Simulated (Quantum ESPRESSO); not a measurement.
**Magnetic state of NiAgO2 from several starts**

A self-consistent run ends on one state, which hangs on the start. Several orders of NiAgO2 are started in Quantum ESPRESSO and their energies compared.

Main program and level: Quantum ESPRESSO 7.5; PBEsol with U = 6 eV on Ni d (ortho-atomic projectors); plane waves with GBRV 1.5 PBEsol potentials, no spin-orbit coupling.

## Step 1: The starting structure

It takes space group P6_3/mmc (No. 194, hexagonal). The conventional cell has a = 2.999 Å, b = 2.999 Å, c = 12.315 Å, α = 90.00°, β = 90.00°, γ = 120.00°. Ni has 6 O at 2.00 Å nearest. Nearest to Ag lie 2 O at 2.07 Å. Nearest to O lie 3 Ni at 2.00 Å and 1 Ag at 2.07 Å. Farther neighbours and most contacts between anions are not listed.

Coordinates:

```cif
data_structure
_symmetry_space_group_name_H-M 'P 1'
_symmetry_Int_Tables_number 1
_cell_length_a 2.9992
_cell_length_b 2.9992
_cell_length_c 12.3151
_cell_angle_alpha 90.000
_cell_angle_beta 90.000
_cell_angle_gamma 120.000
_cell_volume 95.93
loop_
_atom_site_label
_atom_site_type_symbol
_atom_site_fract_x
_atom_site_fract_y
_atom_site_fract_z
_atom_site_occupancy
Ni1 Ni 0.00000 0.00000 0.50000 1
Ni2 Ni 0.00000 0.00000 0.00000 1
Ag3 Ag 0.66667 0.33333 0.75000 1
Ag4 Ag 0.33333 0.66667 0.25000 1
O5 O 0.33333 0.66667 0.41806 1
O6 O 0.66667 0.33333 0.91806 1
O7 O 0.66667 0.33333 0.58194 1
O8 O 0.33333 0.66667 0.08194 1
```

The cell comes from Materials Project 2023-11-01, a database of computed structures, and need not be the stable phase.

## Step 2: Run 1 (ferro ++)

The signs are those of the starting moments on the seeded atoms, the atoms that are given a moment.

pw.in

```
&CONTROL
  calculation = 'scf'
  prefix = 'pwscf'
  outdir = './tmp'
  pseudo_dir = './pseudo'
  disk_io = 'nowf'
/
&SYSTEM
  ibrav = 0
  celldm(1) = 8
  nat = 8
  ntyp = 3
  ecutwfc = 40
  ecutrho = 280
  nbnd = 64
  occupations = 'smearing'
  smearing = 'fd'
  degauss = 0.00734986
  nspin = 2
  starting_magnetization(1) = 0.1111
  starting_magnetization(2) = 0
  starting_magnetization(3) = 0
/
&ELECTRONS
  conv_thr = 1.6d-08
  electron_maxstep = 150
  mixing_beta = 0.3
/
ATOMIC_SPECIES
Ni     58.6934 ni_pbesol_v1.4.uspp.F.UPF
Ag    107.8682 ag_pbesol_v1.4.uspp.F.UPF
O      15.9990 o_pbesol_v1.2.uspp.F.UPF
CELL_PARAMETERS alat
   0.7084495780681    0.0000000000000    0.0000000000000
  -0.3542247890223    0.6135353318995    0.0000000000000
   0.0000000000000    0.0000000000000    2.9090271524980
ATOMIC_POSITIONS crystal
Ni      0.0000000000    0.0000000000    0.5000000000
Ni      0.0000000000    0.0000000000    0.0000000000
Ag      0.6666666700    0.3333333300    0.7500000000
Ag      0.3333333300    0.6666666700    0.2500000000
O       0.3333333300    0.6666666700    0.4180620000
O       0.6666666700    0.3333333300    0.9180620000
O       0.6666666700    0.3333333300    0.5819380000
O       0.3333333300    0.6666666700    0.0819380000
K_POINTS automatic
12 12 4 0 0 0
HUBBARD {ortho-atomic}
U Ni-3d 6.0000
```

Started as:

```sh
> OMP_NUM_THREADS=1 mpirun -n 4 pw.x -nk 4 -in pw.in > pw.out
```

The log of the run:

```text
Program PWSCF v.7.5 starts

     Message from routine setup:
     using ibrav=0 with symmetry is DISCOURAGED, use correct ibrav instead

     K-points division:     npool     =       4
     Subspace diagonalization in iterative solution of the eigenvalue problem:

     G-vector sticks info
     --------------------
     sticks:   dense  smooth     PW     G-vecs:    dense   smooth      PW
     Sum         613     361    109                51111    22245    3881

     Using Slab Decomposition

     bravais-lattice index     =            0
     lattice parameter (alat)  =       8.0000  a.u.
     unit-cell volume          =     647.3904 (a.u.)^3
     number of atoms/cell      =            8
     number of atomic types    =            3
     number of electrons       =        98.00
     number of Kohn-Sham states=           64
     kinetic-energy cutoff     =      40.0000  Ry
     charge density cutoff     =     280.0000  Ry
     scf convergence threshold =      1.6E-08
     mixing beta               =       0.3000
     number of iterations used =            8  plain     mixing
     Exchange-correlation= SLA  PW   PSX  PSC
                           (   1   4  10   8   0   0   0)
     Hubbard projectors: ortho-atomic
     Hubbard parameters of DFT+U (Dudarev formulation) in eV:
     U(Ni-3d) =  6.0000

     Internal variables: lda_plus_u =T, lda_plus_u_kind = 0

     Internal variables: orbital_resolved =F, hub_pot_fix =F, apply_U = F

     celldm(1)=   8.000000  celldm(2)=   0.000000  celldm(3)=   0.000000
     celldm(4)=   0.000000  celldm(5)=   0.000000  celldm(6)=   0.000000

     crystal axes: (cart. coord. in units of alat)
               a(1) = (   0.708450   0.000000   0.000000 )
               a(2) = (  -0.354225   0.613535   0.000000 )
               a(3) = (   0.000000   0.000000   2.909027 )

     reciprocal axes: (cart. coord. in units 2 pi/alat)
               b(1) = (  1.411533  0.814949 -0.000000 )
               b(2) = (  0.000000  1.629898  0.000000 )
               b(3) = (  0.000000 -0.000000  0.343758 )

     PseudoPot. # 1 for Ni read from file:
     ni_pbesol_v1.4.uspp.F.UPF
     Pseudo is Ultrasoft + core correction, Zval = 18.0
     Generated by new atomic code, or converted to UPF format
     Using radial grid of  865 points,  6 beta functions with:
                l(1) =   0
                l(2) =   0
                l(3) =   1
                l(4) =   1
                l(5) =   2
                l(6) =   2
     Q(r) pseudized with 10 coefficients,  rinner =    0.980   0.980   0.980
                                                       0.980   0.980

     PseudoPot. # 2 for Ag read from file:
     ag_pbesol_v1.4.uspp.F.UPF
     Pseudo is Ultrasoft + core correction, Zval = 19.0
     Generated by new atomic code, or converted to UPF format
     Using radial grid of  887 points,  6 beta functions with:
                l(1) =   0
                l(2) =   0
                l(3) =   1
                l(4) =   1
                l(5) =   2
                l(6) =   2
     Q(r) pseudized with  6 coefficients,  rinner =    1.300   1.300   1.300
                                                       1.300   1.300

     PseudoPot. # 3 for O  read from file:
     o_pbesol_v1.2.uspp.F.UPF
     Pseudo is Ultrasoft + core correction, Zval =  6.0
     Generated by new atomic code, or converted to UPF format
     Using radial grid of  737 points,  5 beta functions with:
                l(1) =   0
                l(2) =   0
                l(3) =   1
                l(4) =   1
                l(5) =   2
     Q(r) pseudized with  8 coefficients,  rinner =    0.900   0.900   0.900
                                                       0.900   0.900

     atomic species   valence    mass     pseudopotential
     Ni               18.00    58.69340     Ni( 1.00)
     Ag               19.00   107.86820     Ag( 1.00)
     O                 6.00    15.99900     O ( 1.00)

     Starting magnetic structure
     atomic species   magnetization
     Ni              0.111
     Ag              0.000
     O               0.000

     24 Sym. Ops., with inversion, found (12 have fractional translation)

   Cartesian axes

     site n.     atom                  positions (alat units)
         1        Ni     tau(   1) = (   0.0000000   0.0000000   1.4545136  )
         2        Ni     tau(   2) = (   0.0000000   0.0000000   0.0000000  )
         3        Ag     tau(   3) = (   0.3542248   0.2045118   2.1817704  )
         4        Ag     tau(   4) = (  -0.0000000   0.4090236   0.7272568  )
         5        O      tau(   5) = (  -0.0000000   0.4090236   1.2161537  )
         6        O      tau(   6) = (   0.3542248   0.2045118   2.6706673  )
         7        O      tau(   7) = (   0.3542248   0.2045118   1.6928734  )
         8        O      tau(   8) = (  -0.0000000   0.4090236   0.2383599  )

     number of k points=    57  Fermi-Dirac smearing, width (Ry)=  0.0073
                       cart. coord. in units 2pi/alat
        k(    1) = (   0.0000000   0.0000000   0.0000000), wk =   0.0017361
        k(    2) = (   0.0000000   0.0000000   0.0859394), wk =   0.0034722
        k(    3) = (   0.0000000   0.0000000  -0.1718788), wk =   0.0017361
        k(    4) = (   0.0000000   0.1358248   0.0000000), wk =   0.0104167
        k(    5) = (   0.0000000   0.1358248   0.0859394), wk =   0.0208333
        [... 52 further k-points ...]

     Dense  grid:    51111 G-vectors     FFT dimensions: (  32,  32, 128)

     Smooth grid:    22245 G-vectors     FFT dimensions: (  24,  24,  96)

     Check: negative core charge=   -0.000008
     Generating pointlists ...
     new r_m :   0.1953 (alat units)  1.5622 (a.u.) for type    1
     new r_m :   0.2017 (alat units)  1.6134 (a.u.) for type    2
     new r_m :   0.1953 (alat units)  1.5622 (a.u.) for type    3

     Initial potential from superposition of free atoms

     starting charge      92.9999, renormalised to      98.0000

     STARTING HUBBARD OCCUPATIONS:

     =================== HUBBARD OCCUPATIONS ===================
     ------------------------ ATOM    1 ------------------------
     Tr[ns(  1)] (up, down, total) =   5.00000  3.00000  8.00000
     Atomic magnetic moment for atom   1 =   2.00000
     [... lines left out ...]
     ------------------------ ATOM    2 ------------------------
     Tr[ns(  2)] (up, down, total) =   5.00000  3.00000  8.00000
     Atomic magnetic moment for atom   2 =   2.00000
     [... lines left out ...]
     Number of occupied Hubbard levels =   16.0000

     Atomic wfc used for Hubbard projectors are orthogonalized

     Starting wfcs are   68 randomized atomic wfcs

     Self-consistent Calculation

     iteration #  1     ecut=    40.00 Ry     beta= 0.30
     Davidson diagonalization with overlap
     ethr =  1.00E-02,  avg # of iterations =  4.4

     =================== HUBBARD OCCUPATIONS ===================
     ------------------------ ATOM    1 ------------------------
     Tr[ns(  1)] (up, down, total) =   4.76975  4.52577  9.29552
     Atomic magnetic moment for atom   1 =   0.24398
     [... lines left out ...]
     ------------------------ ATOM    2 ------------------------
     Tr[ns(  2)] (up, down, total) =   4.76975  4.52577  9.29552
     Atomic magnetic moment for atom   2 =   0.24398
     [... lines left out ...]
     Number of occupied Hubbard levels =   18.5910

     total energy              =   -1368.40598206 Ry
     estimated scf accuracy    <      99.40735054 Ry

     total magnetization       =     0.49 Bohr mag/cell
     absolute magnetization    =     1.13 Bohr mag/cell

     iteration #  2     ecut=    40.00 Ry     beta= 0.30
     Davidson diagonalization with overlap
     ethr =  1.00E-02,  avg # of iterations =  4.4

     total energy              =   -1384.01395056 Ry
     estimated scf accuracy    <     243.19461396 Ry

     total magnetization       =     0.16 Bohr mag/cell
     absolute magnetization    =     0.22 Bohr mag/cell

     iteration #  3     ecut=    40.00 Ry     beta= 0.30
     Davidson diagonalization with overlap
     ethr =  1.00E-02,  avg # of iterations =  4.0

     total energy              =   -1403.88937680 Ry
     estimated scf accuracy    <      16.35681476 Ry

     total magnetization       =     0.28 Bohr mag/cell
     absolute magnetization    =     0.40 Bohr mag/cell

     [... further iterations left out ...]

     iteration # 16     ecut=    40.00 Ry     beta= 0.30
     Davidson diagonalization with overlap
     ethr =  3.04E-09,  avg # of iterations =  2.1

     total energy              =   -1405.60480857 Ry
     estimated scf accuracy    <       0.00000026 Ry

     total magnetization       =     2.01 Bohr mag/cell
     absolute magnetization    =     3.87 Bohr mag/cell

     iteration # 17     ecut=    40.00 Ry     beta= 0.30
     Davidson diagonalization with overlap
     ethr =  2.66E-10,  avg # of iterations =  1.7

     total energy              =   -1405.60480942 Ry
     estimated scf accuracy    <       0.00000015 Ry

     total magnetization       =     2.01 Bohr mag/cell
     absolute magnetization    =     3.87 Bohr mag/cell

     iteration # 18     ecut=    40.00 Ry     beta= 0.30
     Davidson diagonalization with overlap
     ethr =  1.51E-10,  avg # of iterations =  2.0

     total energy              =   -1405.60480995 Ry
     estimated scf accuracy    <       0.00000004 Ry

     total magnetization       =     2.01 Bohr mag/cell
     absolute magnetization    =     3.87 Bohr mag/cell

     iteration # 19     ecut=    40.00 Ry     beta= 0.30
     Davidson diagonalization with overlap
     ethr =  4.38E-11,  avg # of iterations =  2.1

     Magnetic moment per site  (integrated on atomic sphere of radius R)
     atom   1 (R=0.195)  charge= 15.4103  magn=  1.3929
     atom   2 (R=0.195)  charge= 15.4103  magn=  1.3929
     atom   3 (R=0.202)  charge= 15.3307  magn= -0.1031
     atom   4 (R=0.202)  charge= 15.3307  magn= -0.1031
     atom   5 (R=0.195)  charge=  5.4057  magn= -0.1589
     atom   6 (R=0.195)  charge=  5.4057  magn= -0.1589
     atom   7 (R=0.195)  charge=  5.4057  magn= -0.1589
     atom   8 (R=0.195)  charge=  5.4057  magn= -0.1589

     End of self-consistent calculation

     =================== HUBBARD OCCUPATIONS ===================
     ------------------------ ATOM    1 ------------------------
     Tr[ns(  1)] (up, down, total) =   4.80155  3.38023  8.18178
     Atomic magnetic moment for atom   1 =   1.42132
     [... lines left out ...]
     ------------------------ ATOM    2 ------------------------
     Tr[ns(  2)] (up, down, total) =   4.80155  3.38023  8.18178
     Atomic magnetic moment for atom   2 =   1.42132
     [... lines left out ...]
     Number of occupied Hubbard levels =   16.3636

     Number of k-points >= 100: set verbosity='high' to print the bands.

     the Fermi energy is    11.0429 ev

!    total energy              =   -1405.60481035 Ry
     estimated scf accuracy    <          5.0E-09 Ry
     smearing contrib. (-TS)   =      -0.00733268 Ry
     internal energy E=F+TS    =   -1405.59747768 Ry

     The total energy is F=E-TS. E is the sum of the following terms:
     one-electron contribution =    -833.69130985 Ry
     hartree contribution      =     463.25086136 Ry
     xc contribution           =    -156.02914897 Ry
     ewald contribution        =    -879.36213339 Ry
     Hubbard energy            =       0.23425318 Ry

     total magnetization       =     2.01 Bohr mag/cell
     absolute magnetization    =     3.87 Bohr mag/cell

     convergence has been achieved in  19 iterations

=------------------------------------------------------------------------------=
   JOB DONE.
=------------------------------------------------------------------------------=
```

Run time: 3.2 min. Hardware: 4 MPI ranks of Arm Neoverse V2, shared host; peak memory 0.93 GiB.

Spin moment in the atom's sphere by atom:

```csv
atom,spin moment in the atom's sphere (μB)
Ni1,1.39
Ni2,1.39
Ag3,-0.10
Ag4,-0.10
O5,-0.16
O6,-0.16
O7,-0.16
O8,-0.16
```

This step gave:

* smearing term TS: 0.09977 eV
* magnetization: 2.011 μB
* absolute magnetization: 3.867 μB
* final state: ferromagnetic

(Part 1 of 2 ends here.)

[Logs and program files are shortened in this print: banners, set-up blocks, solver, clock and traceback lines can be left out without a mark of their own.]

[Logs are printed without paths, hosts, clocks, repeated set-up lines and the standing remarks that a program may print on its own settings, such as how far it seeks lower states.]

[Hosts, paths, dates, database ids (printed as entryN), source tags and the programs' standing remarks are cut or masked in the printed files.]

[Where a cell is said to come from a database of computed structures, the database is the Materials Project.]
